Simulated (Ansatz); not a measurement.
# SnWO4 (Pnna): a band-gap study from LDA to G0W0 at the band limit

Wanted: the gap of SnWO4 (Pnna) by functionals, hybrids and G0W0, carried to the basis limit, with what remains uncertain.

Calculated with Ansatz 0.2.0; density functionals, hybrids, G0W0, plane waves, PAW.

### Step 1. The starting structure

Symmetry: Pnna, No. 52, orthorhombic system. The conventional cell has a = 5.627 Å, b = 11.649 Å, c = 4.997 Å, α = 90.00°, β = 90.00°, γ = 90.00°. Nearest to Sn lie 4 O at 2.18 to 2.39 Å. W has 6 O at 1.80 to 2.14 Å nearest. Nearest to O lie 2 W at 1.80 to 2.14 Å. Nearest to O lie 1 W at 1.89 Å and 2 Sn at 2.18 to 2.39 Å. Farther neighbours and most contacts between anions are not listed.

The cell and positions come from the Crystallography Open Database and are kept as given unless a step says otherwise. Spin-orbit coupling is left out unless a step names it. The default PAW set here is soft_2. Its files were made with PBE.

### Step 2. LDA bands

Levels along a band path, at the cheap level, show where the edges lie and whether the meshes to come will hold them.

This step: DFT, LDA, plane waves, PAW.

Contents of input.yaml:

```yaml
crystal:
  lattice:
    - [5.627, 0.0, 0.0]
    - [0.0, 11.6486, 0.0]
    - [0.0, 0.0, 4.9973]
  atoms:
    - { symbol: Sn, position: [0.25, 0.0, 0.2196] }
    - { symbol: Sn, position: [0.25, 0.5, 0.2804] }
    - { symbol: Sn, position: [0.75, 0.0, 0.7804] }
    - { symbol: Sn, position: [0.75, 0.5, 0.7196] }
    - { symbol: W, position: [0.6677, 0.25, 0.25] }
    - { symbol: W, position: [0.8323, 0.75, 0.25] }
    - { symbol: W, position: [0.3323, 0.75, 0.75] }
    - { symbol: W, position: [0.1677, 0.25, 0.75] }
    - { symbol: O, position: [0.3765, 0.2987, 0.9988] }
    - { symbol: O, position: [0.1235, 0.7013, 0.9988] }
    - { symbol: O, position: [0.3765, 0.2013, 0.5012] }
    - { symbol: O, position: [0.1235, 0.7987, 0.5012] }
    - { symbol: O, position: [0.6235, 0.7013, 0.0012] }
    - { symbol: O, position: [0.8765, 0.2987, 0.0012] }
    - { symbol: O, position: [0.6235, 0.7987, 0.4988] }
    - { symbol: O, position: [0.8765, 0.2013, 0.4988] }
    - { symbol: O, position: [0.1019, 0.3961, 0.6037] }
    - { symbol: O, position: [0.3981, 0.6039, 0.6037] }
    - { symbol: O, position: [0.1019, 0.1039, 0.8963] }
    - { symbol: O, position: [0.3981, 0.8961, 0.8963] }
    - { symbol: O, position: [0.8981, 0.6039, 0.3963] }
    - { symbol: O, position: [0.6019, 0.3961, 0.3963] }
    - { symbol: O, position: [0.8981, 0.8961, 0.1037] }
    - { symbol: O, position: [0.6019, 0.1039, 0.1037] }
kpoints:
  mp_grid: { grid: [4, 2, 6] }
  band_path:
    path:
      - [[0.0, 0.0, 0.0], [0.5, 0.0, 0.0], [0.5, 0.5, 0.0], [0.0, 0.5, 0.0], [0.0, 0.0, 0.0], [0.0, 0.0, 0.5], [0.5, 0.0, 0.5], [0.5, 0.5, 0.5], [0.0, 0.5, 0.5], [0.0, 0.0, 0.5]]
      - [[0.5, 0.0, 0.0], [0.5, 0.0, 0.5]]
      - [[0.0, 0.5, 0.0], [0.0, 0.5, 0.5]]
      - [[0.5, 0.5, 0.0], [0.5, 0.5, 0.5]]
    npoints: 10
hamiltonian:
  xc: lda
scf:
  occupations: { method: fermi_dirac, width: 0.02 }
  n_extra_bands: 12
output:
  eigenvalues: true
```

Run with:

```console
> ansatz run input.yaml --threads 16 --pin off --max-ram 92160MiB --backend cuda --events-out ev --progress --plain --runs-dir out --devices 1 --max-vram 157GiB
```

Numbers of over 12 decimals in the logs are rounded to 6 here.

The program printed:

```text
scf.n_extra_bands = 12 over 104 filled bands (N_el = 208.0): the run solves 116 bands
GPUs: using 1 of 1 available (devices: 1).
Engine: ansatz 0.2.0, aarch64-unknown-linux-gnu
Pseudopotentials: kind: paw
Pseudopotential: Sn, paw, valence charge 14, recommended cutoff 420 eV (normal), Sn.paw.azcp
Pseudopotential: W, paw, valence charge 14, recommended cutoff 420 eV (normal), W.paw.azcp
Pseudopotential: O, paw, valence charge 6, recommended cutoff 420 eV (normal), O.paw.azcp
Functional definition: SPW92
  exchange = slater_x
  correlation = pw_c
concurrent solve slots: 12 of 16 are kept, ahead of what memory takes: no pass of the eigensolver takes more rounds on 12
device memory: the entry about to start is reckoned to put 14.9 GiB on a device that reports 182.5 GiB free (of which the cap on the GPU budget leaves the run 157.0 GiB)
GPU FFT provider: cuFFT
GPU libraries: cuBLAS 13.8.1, cuFFT 12.4.0, cuSOLVER 12.3.2
GPU matrix products: emulated (plane waves: as basis.precision tells), large ones in fixed point in workspaces of 1.00 GiB
Crystal: 24 atoms, lattice volume = 327.556 Å³
Basis set: ecut = 420 eV, 6429 PW (Γ)
Bands: 116, of which v1, the nominal top of the filled ones, is band 104 counted from 1 (103 counted from 0)
Symmetry: 8 space group operations
Space group: Pnna (ITA 52), of the structure as read, at distance tolerance 6.9e-5 Å
k-points: 24 of 48
Non-local potential: Sn, projectors of the file, l = 0: 2, l = 1: 2, l = 2: 2, l = 3: 2
Non-local potential: W, projectors of the file, l = 0: 3, l = 1: 2, l = 2: 2, l = 3: 1
Non-local potential: O, projectors of the file, l = 0: 2, l = 1: 2, l = 2: 1
PAW form: soft (Blöchl's): semilocal exchange-correlation on the pseudo side does not see the compensation charge
PAW frozen core: Sn, regenerated for the run's functional, and the local potential with it (the file was generated under x = pbe(κ = 0.804, μ = 0.219515), c = pbe(β = 0.066725))
PAW frozen core: W, regenerated for the run's functional, and the local potential with it (the file was generated under x = pbe(κ = 0.804, μ = 0.219515), c = pbe(β = 0.066725))
PAW frozen core: O, regenerated for the run's functional, and the local potential with it (the file was generated under x = pbe(κ = 0.804, μ = 0.219515), c = pbe(β = 0.066725))
PAW one-centre angular grid: Sn, 590 points (default); XC on 64 Gauss nodes
PAW one-centre angular grid: W, 590 points (default); XC on 64 Gauss nodes
PAW one-centre angular grid: O, 110 points (default); XC on 64 Gauss nodes
Initial density: superposition of atomic densities (neutral atoms: chi_scale 0, normalization atom), corrected by the library's trained network
Initial wavefunctions: pseudopotential atomic-orbital guess
GPU buffer pool allocated for 115200 grid points (all kernels)
GPU transforms: local potential and band sums: pruned to the plane-wave sphere, on 40×80×36
Functional: x = slater, c = lda
SCF iter   1: F=—  HF=-72927.611371 eV  |F-HF|=—  |Δ(HF+E_count)|=         —  Δρ=1.87e-2  dr2=1.06e0  ethr=1.77e-3  ⟨swp⟩=6.3  Hψ=10363  notcnv=0
preconditioner: auto → Resta (q_TF=auto, 2.529 Å⁻¹)  ε∞=5.6  [insulator: Δε(μ)=1.293 eV  Ē_g=12.660 eV  σ=0.020 eV  W_gap=1.00  n_scr=84 (ndim 8)  ℏωp=27.2 eV  f_vac=0.038  D(μ)=0.00/eV (n_scr^D=0)  ε∞_Penn≈5.6]
SCF iter   2: F=—  HF=-72927.401894 eV  |F-HF|=—  |Δ(HF+E_count)|=   2.09e-1  Δρ=7.08e-3  dr2=1.48e-1  ethr=5.08e-4  ⟨swp⟩=2.0  Hψ=4745  notcnv=0  defer=185
SCF iter   3: F=—  HF=-72927.374640 eV  |F-HF|=—  |Δ(HF+E_count)|=   2.73e-2  Δρ=2.63e-3  dr2=1.74e-2  ethr=7.14e-5  ⟨swp⟩=2.0  Hψ=3950  notcnv=0  defer=185
SCF iter   4: F=—  HF=-72927.370099 eV  |F-HF|=—  |Δ(HF+E_count)|=   4.54e-3  Δρ=4.29e-4  dr2=6.17e-4  ethr=8.38e-6  ⟨swp⟩=2.1  Hψ=4530  notcnv=0  defer=185
SCF iter   5: F=—  HF=-72927.368981 eV  |F-HF|=—  |Δ(HF+E_count)|=   1.12e-3  Δρ=1.80e-4  dr2=9.12e-5  ethr=2.97e-7  ⟨swp⟩=2.0  Hψ=3847  notcnv=0  defer=185
SCF iter   6: F=—  HF=-72927.369928 eV  |F-HF|=—  |Δ(HF+E_count)|=   9.46e-4  Δρ=1.04e-4  dr2=3.43e-5  ethr=4.39e-8  ⟨swp⟩=2.0  Hψ=4335  notcnv=0  defer=185
SCF iter   7: F=—  HF=-72927.369924 eV  |F-HF|=—  |Δ(HF+E_count)|=   3.69e-6  Δρ=3.49e-5  dr2=4.12e-6  ethr=1.65e-8  ⟨swp⟩=2.2  Hψ=3561  notcnv=0  defer=185
SCF iter   8: F=—  HF=-72927.369924 eV  |F-HF|=—  |Δ(HF+E_count)|=   2.67e-7  Δρ=9.55e-6  dr2=3.17e-7  ethr=1.98e-9  ⟨swp⟩=2.6  Hψ=4428  notcnv=0  defer=185
SCF iter   9: F=-72927.369924 eV  HF=-72927.369924 eV  |F-HF|=1.67e-9  |Δ(HF+E_count)|=   2.88e-9  Δρ=1.52e-6  dr2=1.05e-8  ethr=4.81e-11  ⟨swp⟩=9.1  Hψ=7541  notcnv=0
SCF 1 converged in 9 iterations: F = -72927.369924 eV  dr2 = 1.05e-8
[...]
device memory: the entry about to start is reckoned to put 38.6 GiB on a device that reports 182.5 GiB free (of which the cap on the GPU budget leaves the run 157.0 GiB)
NSCF: frozen V_eff on 124 k-points, pencils in batches of 32, up to order 512
SCF converged after 9 iterations
Free energy (F): -72927.369924 eV
Harris-Foulkes:  -72927.369924 eV  (|F-HF|=1.67e-9)
Internal energy: -72927.369924 eV  (E = F + TS)
E sigma→0 (E₀):  -72927.369924 eV
Fermi energy:    9.371888 eV
--- Per-component energies (eV) ---
  E_band       = -1512.437359
  E_kinetic    = 5310.387578
  E_local      = -14074.182140  (includes V_loc(G=0)·N_el)
  E_nonlocal   = 700.967642
  E_hartree    = 5939.893133
  E_xc         = -3724.708017
  E_vxc        = -2825.367827  (∫ρ·V_xc dr)
  E_paw        = -51555.769040  (= ΣΔE_a)
  E_vpaw       = -2504.071183  (= ΣTr[D̂ρ^β])
  E_aug_tail   = 0.039711  (compensation charges beyond the density's cutoff)
  E_ewald      = -15528.381739
  E_core_change = 4.382948  (= ΣΔE_core)
  E_smearing   = -0.000000  (= −TS)
  E_closure    = 0.000000  (closes the sum)
  Σ components = -72927.369924   (vs F -72927.369924, Δ=0.00e0)
--- Band table (eV; the first three rows and the last of 24) ---
  k-point 0: bands = [... 100 lower, 7.4064, 8.1929, 8.5224, 8.5892, 10.0458, 10.0850, 10.8721, 10.9429, ... 8 higher]
  k-point 1: bands = [... 100 lower, 7.4950, 8.0538, 8.5685, 8.6415, 10.1000, 10.1341, 10.8604, 11.0243, ... 8 higher]
  k-point 2: bands = [... 100 lower, 7.8496, 7.9127, 8.4315, 8.6805, 10.4002, 10.4376, 10.8487, 11.0905, ... 8 higher]
  k-point 23: bands = [... 100 lower, 8.1100, 8.1100, 8.4462, 8.4462, 10.6027, 10.6027, 10.9230, 10.9230, ... 8 higher]
```

Elapsed: 2.9 s, on 1 × NVIDIA GB200 with 16 threads of Arm Neoverse V2, shared host; peak memory 1.4 GiB.

Numbers from this step:

```yaml
filled_bands: 104
gap: 1.350 eV
valence_top_at: k = (0.000, 0.000, 0.300)
conduction_bottom_at: Γ
least_direct_gap: 1.416 eV
```

The gap is indirect, with the least direct gap 0.07 eV higher.

Electronic bands along the path, in eV, zero at the top of the highest nominally filled band:

```csv
point,band 101,band 102,band 103,band 104,band 105,band 106,band 107,band 108
Γ,-1.29,-0.50,-0.17,-0.11,1.35,1.39,2.18,2.25
halfway,-1.06,-0.62,-0.30,-0.14,1.62,1.73,2.02,2.39
X,-0.63,-0.63,-0.57,-0.57,2.15,2.15,2.40,2.40
halfway,-0.66,-0.66,-0.61,-0.61,2.22,2.22,2.40,2.40
S,-0.66,-0.66,-0.66,-0.66,2.35,2.35,2.35,2.35
halfway,-0.89,-0.89,-0.21,-0.21,1.69,1.69,2.19,2.19
Y,-0.88,-0.88,-0.05,-0.05,1.37,1.37,2.13,2.13
halfway,-1.16,-0.61,-0.12,-0.08,1.36,1.38,2.15,2.20
Γ,-1.29,-0.50,-0.17,-0.11,1.35,1.39,2.18,2.25
halfway,-1.07,-0.74,-0.17,0.00,1.52,1.55,2.15,2.39
Z,-0.60,-0.60,-0.31,-0.31,2.08,2.08,2.24,2.24
halfway,-0.59,-0.59,-0.21,-0.21,1.95,1.95,2.21,2.21
U,-0.57,-0.57,-0.12,-0.12,1.88,1.88,2.27,2.27
halfway,-0.70,-0.38,-0.31,-0.15,1.83,2.04,2.09,2.32
R,-0.59,-0.59,-0.25,-0.25,1.91,1.91,2.23,2.23
halfway,-0.55,-0.55,-0.33,-0.33,1.97,1.97,2.22,2.22
T,-0.49,-0.49,-0.49,-0.49,2.13,2.13,2.24,2.24
halfway,-0.57,-0.57,-0.37,-0.37,2.11,2.11,2.23,2.23
Z,-0.60,-0.60,-0.31,-0.31,2.08,2.08,2.24,2.24
jump to X,-0.63,-0.63,-0.57,-0.57,2.15,2.15,2.40,2.40
halfway,-0.66,-0.66,-0.24,-0.24,1.93,1.93,2.38,2.38
U,-0.57,-0.57,-0.12,-0.12,1.88,1.88,2.27,2.27
jump to Y,-0.88,-0.88,-0.05,-0.05,1.37,1.37,2.13,2.13
halfway,-0.88,-0.88,-0.04,-0.04,1.52,1.52,2.23,2.23
T,-0.49,-0.49,-0.49,-0.49,2.13,2.13,2.24,2.24
jump to S,-0.66,-0.66,-0.66,-0.66,2.35,2.35,2.35,2.35
```

### Step 3. LDA+SOC

Spin-orbit coupling can split or shift the edges; a non-collinear run measures by how much.

This step: DFT, LDA with spin-orbit coupling, plane waves, PAW.

input.yaml, as its differences from that of step 2:

```diff
@@ -34,7 +34,13 @@
     path:
-      - [[0.0, 0.0, 0.0], [0.5, 0.0, 0.0], [0.5, 0.5, 0.0], [0.0, 0.5, 0.0], [0.0, 0.0, 0.0], [0.0, 0.0, 0.5], [0.5, 0.0, 0.5], [0.5, 0.5, 0.5], [0.0, 0.5, 0.5], [0.0, 0.0, 0.5]]
-      - [[0.5, 0.0, 0.0], [0.5, 0.0, 0.5]]
-      - [[0.0, 0.5, 0.0], [0.0, 0.5, 0.5]]
-      - [[0.5, 0.5, 0.0], [0.5, 0.5, 0.5]]
-    npoints: 10
+      - [0.0, 0.0, 0.0]
+      - [0.5, 0.0, 0.0]
+      - [0.5, 0.5, 0.0]
+      - [0.0, 0.5, 0.0]
+      - [0.0, 0.0, 0.5]
+      - [0.5, 0.0, 0.5]
+      - [0.5, 0.5, 0.5]
+      - [0.0, 0.5, 0.5]
+      - [0.0, 0.0, 0.3]
+      - [0.0, 0.5, 0.1]
+    npoints: 1
 hamiltonian:
@@ -42,4 +48,7 @@
 scf:
-  occupations: { method: fermi_dirac, width: 0.02 }
-  n_extra_bands: 12
+  occupations: { method: fixed }
+  n_extra_bands: 24
+magnetization:
+  noncollinear: true
+  spin_orbit: true
 output:
```

The program printed:

```text
[...]
GPUs: using 1 of 1 available (devices: 1).
[...]
non-collinear run that drives no moment, with spin-orbit: no starting moment large enough to seed its density (crystal.atoms[].spin), no starting occupations that ask for one, no magnetisation constraint and no magnetic field, so the semilocal B_xc is pinned to zero
[...]
Crystal: 24 atoms, lattice volume = 327.556 Å³
Basis set: ecut = 420 eV, 6429 PW (Γ)
[...]
SCF iter   4: F=—  HF=-73030.094635 eV  |F-HF|=—  |Δ(HF+E_count)|=   4.23e-1  Δρ=6.28e-3  dr2=1.94e-1  dr2_m=0.00e0 (ungated)  ethr=6.34e-4  |M|=0.00e0 ∫|m|=0.00e0 μB  |m|>n=0.0e0 m-floor=0.0e0 τ_xc=0.0e0  β_m=0.62  ⟨swp⟩=3.0  Hψ=5442  notcnv=0  defer=474
[...]
SCF 1 converged in 11 iterations: F = -73030.037086 eV  dr2 = 6.89e-9
[...]
SCF converged after 11 iterations
[...]
```

It took 3.6 s on 1 × NVIDIA GB200 with 16 threads; peak memory 2 GiB.

Numbers from this step:

```yaml
gap: 1.316 eV
valence_top_at: k = (0.000, 0.000, 0.300)
conduction_bottom_at: k = (0.000, 0.500, 0.100)
least_direct_gap: 1.353 eV
```

The gap stands −0.03 eV against LDA, and the conduction bottom moves to (0.000, 0.500, 0.100).

### Step 4. HSE06

The screened hybrid is the usual rung above semilocal functionals: a quarter of exact exchange, cut off beyond a few ångström.

This step: DFT, HSE06, plane waves, PAW.

input.yaml, as its differences from that of step 3:

```diff
@@ -31,3 +31,3 @@
 kpoints:
-  mp_grid: { grid: [4, 2, 6] }
+  mp_grid: { grid: [4, 2, 4] }
   band_path:
@@ -46,9 +46,6 @@
 hamiltonian:
-  xc: lda
+  xc: hse06
 scf:
   occupations: { method: fixed }
-  n_extra_bands: 24
-magnetization:
-  noncollinear: true
-  spin_orbit: true
+  n_extra_bands: 12
 output:
```

The program printed:

```text
[...]
GPUs: using 1 of 1 available (devices: 1).
[...]
davidson cushion auto → on  (no smearing: the cushion is to keep the highest requested band from converging to the state above it; pin scf.eigensolver.cushion to override)
[...]
Crystal: 24 atoms, lattice volume = 327.556 Å³
Basis set: ecut = 420 eV, 6429 PW (Γ)
Bands: 116, of which v1, the nominal top of the filled ones, is band 104 counted from 1 (103 counted from 0)
Symmetry: 8 space group operations
[...]
SCF 1 stopped early in 5 iterations: F = -74720.708820 eV  dr2 = 7.34e-5
[...]
hybrid outer 1: dexx = +1.164e-1 eV, tail = 8.15e-4 eV
[...]
SCF 3 converged in 6 iterations: F = -74735.087496 eV  dr2 = 7.50e-9
hybrid outer 2: dexx = +2.069e-5 eV, tail = 6.55e-7 eV, Δε = 4.20e-3 eV (about 1.63e-4 eV left of the loop's levels)
[...]
E_closure    = -0.000000  (closes the sum)
  Σ components = -74735.087490   (vs F -74735.087490, Δ=1.46e-11)
--- Band table (eV; the first three rows and the last of 18) ---
[...]
```

Run time: 39 s. Hardware: 1 × NVIDIA GB200 with 16 threads; peak memory 3 GiB.

Numbers from this step:

```yaml
gap: 2.078 eV
valence_top_at: k = (0.000, 0.000, 0.250)
conduction_bottom_at: Γ
least_direct_gap: 2.135 eV
```

The gap stands +0.73 eV against LDA.

### Step 5. HSE06+SOC

This step: DFT, HSE06 with spin-orbit coupling, plane waves, PAW.

input.yaml, as its differences from that of step 4:

```diff
@@ -49,3 +49,6 @@
   occupations: { method: fixed }
-  n_extra_bands: 12
+  n_extra_bands: 24
+magnetization:
+  noncollinear: true
+  spin_orbit: true
 output:
```

The program printed:

```text
[...]
GPUs: using 1 of 1 available (devices: 1).
[...]
Crystal: 24 atoms, lattice volume = 327.556 Å³
Basis set: ecut = 420 eV, 6429 PW (Γ)
Bands: 232, of which v1, the nominal top of the filled ones, is band 208 counted from 1 (207 counted from 0)
Symmetry: 8 space group operations + 8 with time reversal
[...]
k-points: 18 of 32
Projection manifold: j_resolved (fully-relativistic pseudo-atomic orbitals)
[...]
SCF iter   2: F=—  HF=-74828.284138 eV  |F-HF|=—  |Δ(HF+E_count)|=    1.16e1  Δρ=4.74e-2  dr2=5.08e0  dr2_m=0.00e0 (ungated)  ethr=2.41e-2  |M|=0.00e0 ∫|m|=0.00e0 μB  |m|>n=0.0e0 m-floor=0.0e0 τ_xc=0.0e0  β_m=0.29  ⟨swp⟩=3.7  Hψ=9951  notcnv=0
[...]
hybrid outer 1: dexx = +1.176e-1 eV, tail = 8.04e-4 eV
[...]
SCF 3 converged in 5 iterations: F = -74751.291590 eV  dr2 = 7.94e-8
[...]
```

Elapsed: 2.3 min, on 1 × NVIDIA GB200 with 16 threads; peak memory 9 GiB.

Numbers from this step:

```
gap                  : 2.038 eV
valence top at       : k = (0.000, 0.000, 0.250)
conduction bottom at : k = (0.000, 0.500, 0.100)
least direct gap     : 2.064 eV
```

The gap stands −0.04 eV against HSE06, and the conduction bottom moves to (0.000, 0.500, 0.100).

### Step 6. G0W0, 4×2×4 mesh, 743 empty bands, screening to 100 eV, hard PAW files

G0W0 replaces the xc potential by the self-energy, built once from these orbitals. Only a window of levels is corrected, while the sums run over the empty bands that the input names. This step takes hard PAW files.

This step: G0W0 on LDA, plane waves, PAW.

input.yaml, as its differences from that of step 5:

```diff
@@ -32,24 +32,12 @@
   mp_grid: { grid: [4, 2, 4] }
-  band_path:
-    path:
-      - [0.0, 0.0, 0.0]
-      - [0.5, 0.0, 0.0]
-      - [0.5, 0.5, 0.0]
-      - [0.0, 0.5, 0.0]
-      - [0.0, 0.0, 0.5]
-      - [0.5, 0.0, 0.5]
-      - [0.5, 0.5, 0.5]
-      - [0.0, 0.5, 0.5]
-      - [0.0, 0.0, 0.3]
-      - [0.0, 0.5, 0.1]
-    npoints: 1
 hamiltonian:
-  xc: hse06
+  xc: lda
+  pseudopotentials: { kind: paw, source: ansatz }
 scf:
   occupations: { method: fixed }
-  n_extra_bands: 24
-magnetization:
-  noncollinear: true
-  spin_orbit: true
-output:
-  eigenvalues: true
+gw:
+  n_empty_bands: 743
+  ecut_chi: 100.0
+  qp_bands: [v4, c4]
+  qp_kpoints: band_edges
+  screening: { model: contour_deformation }
```

The program printed:

```text
GPUs: using 1 of 1 available (devices: 1).
[...]
Crystal: 24 atoms, lattice volume = 327.556 Å³
Basis set: ecut = 930 eV, 21159 PW (Γ)
Bands: 178, of which v1, the nominal top of the filled ones, is band 148 counted from 1 (147 counted from 0)
Symmetry: 8 space group operations
[...]
k-points: 18 of 32
[...]
10   150     12.3003   -15.7949    -4.2252   -21.1275  0.7538    13.4395    13.4077  root
    10   151     12.5861   -15.8452    -4.0888   -21.0175  0.7519    13.7002    13.6695  root
[...]
17   149     12.2818   -15.6364    -4.1163   -20.8391  0.7591    13.3952    13.3681  root
    17   150     12.2818   -15.6364    -4.1163   -20.8391  0.7591    13.3952    13.3681  root
    17   151     12.6020   -16.2292    -4.0380   -21.3711  0.7484    13.7387    13.7060  root
    17   152     12.6020   -16.2292    -4.0380   -21.3711  0.7484    13.7387    13.7060  root
[key lines of the parts left out:]
SCF converged after 11 iterations
```

Wall time 2.1 min (1 × NVIDIA GB200 with 16 threads); peak memory 9.9 GiB; 4.8 min of CPU time.

Numbers from this step:

- bands summed: 891
- RPA ε∞ on this mesh (eigenvalues): 6.357, 6.582, 7.806
- plane waves in the screening matrix: 739
- G0W0 gap on the mesh: 2.508 eV
- k of the valence top: 0, 0, 0.25
- k of the conduction bottom: 0, 0, 0
- starting gap on the mesh: 1.357 eV
- least direct G0W0 gap on the computed points: 2.569 eV

The gap on the mesh goes from 1.36 eV to 2.51 eV, a correction of +1.15 eV. Between the two edge states, bare exchange in place of the xc potential would open the gap by 7.13 eV, and correlation takes back 5.98 eV.

(Continued in part 2 of 2.)

[Paths, hosts, dates, memory and timing lines, banners, echoed tables and standing remarks are left out of the program output.]

[Logs are printed without paths, hosts, clocks, repeated set-up lines and the standing remarks that a program may print on its own settings, such as how far it seeks lower states.]

[Runs of the session that timed out or met a known fault of the program may be left out.]

[Cells called generated may have been cut or substituted from an entry of the Crystallography Open Database or the Materials Project.]

[Hosts, paths, dates, database ids (printed as entryN), source tags and the programs' standing remarks are cut or masked in the printed files.]
